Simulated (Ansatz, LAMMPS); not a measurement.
# Convergence of a linear-scaling basis for glassy 69SiO2-10CaO-10Na2O-10BaO (mol %) (81 atoms), part 2 of 3

Aim: test how closely localised support functions follow the reference on glassy 69SiO2-10CaO-10Na2O-10BaO (mol %) (81 atoms), and at what cost. A setting counts as converged where the r.m.s. difference of forces stays under 1 % of the r.m.s. force.

Ansatz 0.2.0; Kohn-Sham DFT, PBE, PAW (set soft_2), plane waves.

The cell: 20 Si, 3 Ca, 6 Na, 3 Ba and 49 O. The quench rate of 8 K/ps is orders of magnitude faster than experiment. The starting topology of bonds comes from the classical model. The Brillouin zone is sampled at Γ only, in a cell whose shortest periodic width is 10 Å. No spin–orbit coupling is included.

So far. Step 3 (Plane-wave single point): The r.m.s. force component of 1.6 eV/Å sets the scale for the differences below.

## Step 4: Support functions low

The cell is solved in localised support functions.

This step: Kohn-Sham DFT, PBE, PAW (set soft_2), localised support functions (low) (Ansatz 0.2.0).

File input.yaml:

```yaml
crystal:
  lattice:
    - [10.39993, 0.0, 0.0]
    - [0.0, 10.39993, 0.0]
    - [0.0, 0.0, 10.39993]
  atoms:
    [... the 81 atom lines of step 3 ...]
kpoints:
  mp_grid: { grid: [1, 1, 1] }
hamiltonian:
  xc: pbe
scf:
  occupations: { method: fixed }
  eigensolver: { kind: { support_functions: { accuracy: low } } }
  max_iter: 150
output:
  forces: true
  eigenvalues: true
```

Launch:

```sh
$ ansatz run input.yaml --threads 4 --pin off --max-ram 8192MiB --backend cpu --events-out ev --progress --plain --runs-dir out
```

Standard output:

```text
Warning: scf.eigensolver.kind.support_functions: disabling space-group detection — the functions' gradient is summed over unrotated k-points, so no spatial operation reduces the k-mesh or symmetrises the density; time reversal is kept, so that k and −k are solved as one point where they differ and the mesh holds both, and exact exchange and, on two spinor components, a DFT+U term hold to it where the run has them: [...]
settings of this run that can trade accuracy for cost: scf.eigensolver.kind.support_functions; scf.eigensolver.kind.support_functions.accuracy: low [...]
[...]
Crystal: 81 atoms, lattice volume = 1124.841 Å³
Basis set: ecut = 420 eV, 22119 PW (Γ), exchange–correlation on 150×150×150 points (8 copies of the dense FFT grid, shifted against one another)
Bands: 293, of which v1, the nominal top of the filled ones, is band 244 counted from 1 (243 counted from 0)
Symmetry: 1 space group operations
k-points: 1
[...]
SCF iter   1: F=—  HF=-72820.431272 eV  |F-HF|=—  |Δ(HF+E_count)|=         —  Δρ=9.80e-2  dr2=1.34e2  ethr=1.00e-1
[...]
SCF iter  13: F=—  HF=-72825.403634 eV  |F-HF|=—  |Δ(HF+E_count)|=   2.19e-3  Δρ=2.64e-5  dr2=1.94e-5  ethr=1.76e-8  κ⁻¹=3.5e-6(r=7)
SCF iter  14: F=-72825.405516 eV  HF=-72825.405517 eV  |F-HF|=1.68e-6  |Δ(HF+E_count)|=   1.88e-3  Δρ=1.18e-5  dr2=4.17e-6  ethr=3.98e-9
SCF 1 converged in 14 iterations: F = -72825.436103 eV  dr2 = 4.17e-6
[...]
SCF converged after 14 iterations
Stability not checked: this state was not tested for a lower state beside it, because the mixer in use, unlike msr1, does not test its closes by its own steps (another_mixer; see scf.mixing.algorithm and scf.lower_state_search)
Free energy (F): -72825.436103 eV
[...]
Internal energy: -72825.436103 eV  (E = F + TS)
E sigma→0 (E₀):  -72825.436103 eV
Fermi energy:    5.243224 eV
[...]
Σ components = -72825.436103   (vs F -72825.436103, Δ=0.00e0)
--- Forces (eV/Å), atoms counted from 1 ---
  atom   1  Si     1.25535615     2.59791864    -1.33080704
  atom   2  Si     0.00006563    -1.17060818    -1.29396872
  atom   3  Si    -0.92913434     0.94981599     0.33704541
  atom   4  Si    -2.07739771    -1.32305548    -1.16661628
[...]
atom  81  O     -2.10192412     0.17726665     6.01231838
  max |Σ_I F_I| component: 7.27e-3 eV/Å
--- Band table (eV) ---
[...]
```

The job ended after 2.1 min (4 threads of Arm Neoverse V2, shared host; peak memory 3.4 GiB; 8.2 min of CPU time).

The program notes that the band table was not solved further than the SCF left it and it switched symmetry off.

Keys that differ from the reference: support_functions.accuracy = "low" and scf.max_iter = 150.

Forces differ from the reference by 0.71 meV/Å r.m.s., 0.045 % of their size, well within a tolerance of 1 %; the energy by -4.3 meV/atom. It took roughly 7.4 times the reference's time (one timing each, with unlike analyses asked), in 14 cycles against 9.

## Step 5: Support functions medium

With localised support functions most steps grow linearly with size, though the diagonalisation grows faster unless the density matrix is cut; this run measures error and cost at this size. Besides, the program derives a nominal cutoff of 464 eV for this run, against the reference's 420.

This step: Kohn-Sham DFT, PBE, PAW (set soft_2), localised support functions (medium) (Ansatz 0.2.0).

input.yaml, the sections that differ from step 4:

```yaml
scf:
  occupations: { method: fixed }
  eigensolver: { kind: { support_functions: { accuracy: medium } } }
  max_iter: 150
# crystal, kpoints, hamiltonian, output: as in step 4
```

Standard output:

```text
[...]
Warning: basis.ecutwfc = 464 eV, auto-derived: no grid that the accuracy of the support functions lays serves the files at the lower one that their records recommend; a deck with other species or settings can derive another value
[...]
Crystal: 81 atoms, lattice volume = 1124.841 Å³
Basis set: ecut = 464 eV, 25533 PW (Γ), exchange–correlation on 150×150×150 points (8 copies of the dense FFT grid, shifted against one another)
Bands: 293, of which v1, the nominal top of the filled ones, is band 244 counted from 1 (243 counted from 0)
Symmetry: 1 space group operations
k-points: 1
[...]
SCF iter   1: F=—  HF=-72820.439090 eV  |F-HF|=—  |Δ(HF+E_count)|=         —  Δρ=9.80e-2  dr2=1.34e2  ethr=1.00e-1
[...]
SCF iter  15: F=-72825.407562 eV  HF=-72825.407562 eV  |F-HF|=4.70e-7  |Δ(HF+E_count)|=   1.64e-3  Δρ=5.18e-6  dr2=8.63e-7  ethr=8.67e-10
SCF 1 converged in 15 iterations: F = -72825.436393 eV  dr2 = 8.63e-7
[...]
SCF converged after 15 iterations
[...]
Free energy (F): -72825.436393 eV
[...]
Internal energy: -72825.436393 eV  (E = F + TS)
E sigma→0 (E₀):  -72825.436393 eV
Fermi energy:    5.243410 eV
[...]
--- Forces (eV/Å), atoms counted from 1 ---
  atom   1  Si     1.25549271     2.59745030    -1.33069437
  atom   2  Si    -0.00020113    -1.17051511    -1.29402909
  atom   3  Si    -0.92861006     0.94979799     0.33718947
  atom   4  Si    -2.07782943    -1.32281698    -1.16625555
  atom   5  Si    -1.28285446    -1.39161869     0.26110462
  atom   6  Si     0.62785166    -1.99982544    -0.81143821
  atom   7  Si     0.38142501     0.68287258    -0.70338134
  atom   8  Si    -1.46144108    -0.45060541     1.23506052
  atom   9  Si     1.26134093    -1.22145464    -1.96176432
  atom  10  Si     3.13835888     0.29510894     0.75301539
  atom  11  Si     0.37288758     0.76575217     3.47837129
  atom  12  Si    -0.60561870    -2.05341282     0.09220441
  atom  13  Si     0.22961292    -2.00346145     0.52330499
  atom  14  Si    -0.03267345     0.05200926    -6.39611504
[...]
atom  80  O     -0.36287334    -0.96267324    -1.35927831
  atom  81  O     -2.10194642     0.17721134     6.01245990
  max |Σ_I F_I| component: 6.15e-3 eV/Å
--- Band table (eV) ---
[...]
```

Elapsed: 2.3 min, on 4 threads; peak memory 3.5 GiB; 8.9 min of CPU time.

Keys that differ from the reference: support_functions.accuracy = "medium" and scf.max_iter = 150.

Forces differ from the reference by 0.65 meV/Å r.m.s., 0.041 % of their size, well within a tolerance of 1 %; the energy by -4.3 meV/atom. It took roughly 8.1 times the reference's time (one timing each, with unlike analyses asked), in 15 cycles against 9.

## Step 6: Support functions medium, radius 3.12 Å

The radius confines each support function; a larger one gives more freedom and more work per atom.

input.yaml, the sections that differ from step 5:

```yaml
scf:
  occupations: { method: fixed }
  eigensolver: { kind: { support_functions: { accuracy: medium, radius: 3.12 } } }
  max_iter: 150
# crystal, kpoints, hamiltonian, output: as in step 5
```

Standard output:

```text
Warning: scf.eigensolver.kind.support_functions: disabling space-group detection — the functions' gradient is summed over unrotated k-points, so no spatial operation reduces the k-mesh or symmetrises the density; time reversal is kept, so that k and −k are solved as one point where they differ and the mesh holds both, and exact exchange and, on two spinor components, a DFT+U term hold to it where the run has them: [...]
Warning: basis.ecutwfc = 464 eV, auto-derived: no grid that the accuracy of the support functions lays serves the files at the lower one that their records recommend; a deck with other species or settings can derive another value
settings of this run that can trade accuracy for cost: scf.eigensolver.kind.support_functions [...]
Engine: ansatz 0.2.0, aarch64-unknown-linux-gnu
Pseudopotentials: kind: paw
Pseudopotential: Si, paw, valence charge 4, recommended cutoff 420 eV (normal), Si.paw.azcp
Pseudopotential: Ca, paw, valence charge 10, recommended cutoff 420 eV (normal), Ca.paw.azcp
Pseudopotential: Na, paw, valence charge 9, recommended cutoff 420 eV (normal), Na.paw.azcp
Pseudopotential: Ba, paw, valence charge 10, recommended cutoff 420 eV (normal), Ba.paw.azcp
Pseudopotential: O, paw, valence charge 6, recommended cutoff 420 eV (normal), O.paw.azcp
[... 5 lines on functional and potentials left out ...]
Error: SCF: the radius of support functions is under 3.49 Å, the least for these sites at the functions' level (scf.eigensolver.kind.support_functions.accuracy). Use scf.eigensolver.kind: auto, or type scf.eigensolver.kind.support_functions.radius at least as long, [...]
```

It took 6.7 s on 4 threads; peak memory 0.35 GiB; 20 s of CPU time.

The program refuses radii under 3.49 Å for these atoms at this level.

## Step 7: All settings compared

Differences are against the plane-wave reference (Kohn-Sham DFT, PBE, PAW (set soft_2), plane waves), whose r.m.s. force component is 1.58 eV/Å. Energies are set beside the reference only for runs with its functional, potentials and electron count. Times are for 4 threads of Arm Neoverse V2, shared host. The reference's time includes the DOS, the stress and grids, which some other runs skip.

```
                     run  Δ force, r.m.s. (meV/Å)  share of r.m.s. force (%)  Δ energy (meV/atom)  Δ gap (eV)  cycles     time  host memory (GiB)
               reference                        -                          -                    -           -       9     17 s                1.4
   support functions low                    0.715                     0.0452                -4.30     -4.0e-4      14  2.1 min                3.4
support functions medium                    0.652                     0.0412                -4.30     -8.0e-4      15  2.3 min                3.5
```

## Step 8: The reference in detail

With the settings judged, the reference run is read for its physics.

Length of the force by element and coordination:

```
element  coordination  atoms  mean length of the force (eV/Å)  spread  least  most
     Ba           all      3                             1.20  0.0804   1.09  1.28
     Ca           all      3                             1.82   0.240   1.59  2.15
     Na           all      6                            0.504   0.278  0.287  1.06
      O           all     49                             2.45    1.37  0.592  6.37
     Si           all     20                             2.94    1.31   1.05  6.40
```

Löwdin charges by element and coordination (they lack the spilled electrons, 0.077 e an atom on average):

```
element  coordination  atoms  mean charge (e)  spread  least    most
     Ba           all      3             1.86  0.0102   1.85    1.87
     Ca           all      3             1.74  0.0193   1.72    1.76
     Na           all      6            0.778  0.0404  0.693   0.821
      O           all     49           -0.887  0.0966  -1.05  -0.774
     Si           all     20             1.71  0.0548   1.62    1.79
```

States in the cell by windows of 1 eV, zero at the Fermi level; the larger projections on atomic orbitals stand beside the total:

```
from (eV)  to (eV)  total   O p  Si p
      -10       -9    9.4   6.4   0.7
       -9       -8   14.1  10.0   1.7
       -8       -7   19.0  14.4   3.5
       -7       -6   12.6   9.6   2.4
       -6       -5   25.8  20.6   2.6
       -5       -4   51.3  44.1   3.2
       -4       -3   52.5  47.8   1.9
       -3       -2   57.9  54.5   1.2
       -2       -1   32.2  30.6   0.5
       -1        0   11.8  11.2   0.2
        0        1    1.2   1.2   0.0
        1        2    0.0   0.0   0.0
        2        3    1.8   0.0   0.0
        3        4    7.0   0.3   0.3
        4        5   21.4   1.0   1.3
```

With fixed occupations the program's Fermi level is the highest filled level; weight inside the gap is the broadening of levels at its edges.

Between -26 and -10 eV lie 176 more states.

The levels nearest the highest filled one (over half full), pooled over k-points and spins:

```
level less the highest filled one (eV)  occupation
                                -0.928           2
                                -0.770           2
                                -0.717           2
                                -0.677           2
                                -0.433           2
                                     0           2
                                  2.82           0
                                  3.26           0
                                  3.70           0
                                  3.82           0
                                  4.04           0
                                  4.06           0
```

Valence density in the ab plane at fractional z = 0.525, with atoms of Si and Ca and Na and O within 0.2 Å of it. It is the smooth field of the valence electrons, not physical close to the nuclei.

Ten steps, logarithmic in the rise over the least value, from '0' (0 e/Å³) to '9' (11 e/Å³), each cell a mean:
```
42101122211011100001111012466
63224432101234321013443223688
63357764101367642235776324688
42368875101467753246887423565
21257764101245543235675411232
00024431000122332233333222221
00001111000001235542111234321
00000121100000257763101233321
00001222100001368873100122210
00001222211111257752100011111
20012222233432234431000001355
62133432357764322321100002799
52245543358875324554210002799
21234432246764235787420000355
00122221123321125787520000010
00001000000000013565310011110
00000000000000011232111222221
11110000000000000000001222221
22221000000001110000000111111
23321112211011110000000000011
22321235542111110000000000001
11111368863110000000000000000
00001368863100000000000000000
11000245642100000000000000122
```
Columns run along a (10.4 Å), rows up along b (10.4 Å). Atoms in or near the plane, at fractional coordinates: Si at (0.86, 0.80), Ca at (0.17, 0.84), Na at (0.95, 0.49), O at (0.71, 0.85), O at (0.38, 0.47), O at (0.58, 0.64), O at (0.63, 0.40), O at (0.96, 0.91), O at (0.27, 0.07).

[end of part 2 of 3]

[Long decimals in the printed logs are rounded to 6 places.]

[Logs are printed without paths, hosts, clocks, repeated set-up lines and the standing remarks that a program may print on its own settings, such as how far it seeks lower states.]

[Hosts, paths, dates, database ids (printed as entryN), source tags and the programs' standing remarks are cut or masked in the printed files.]
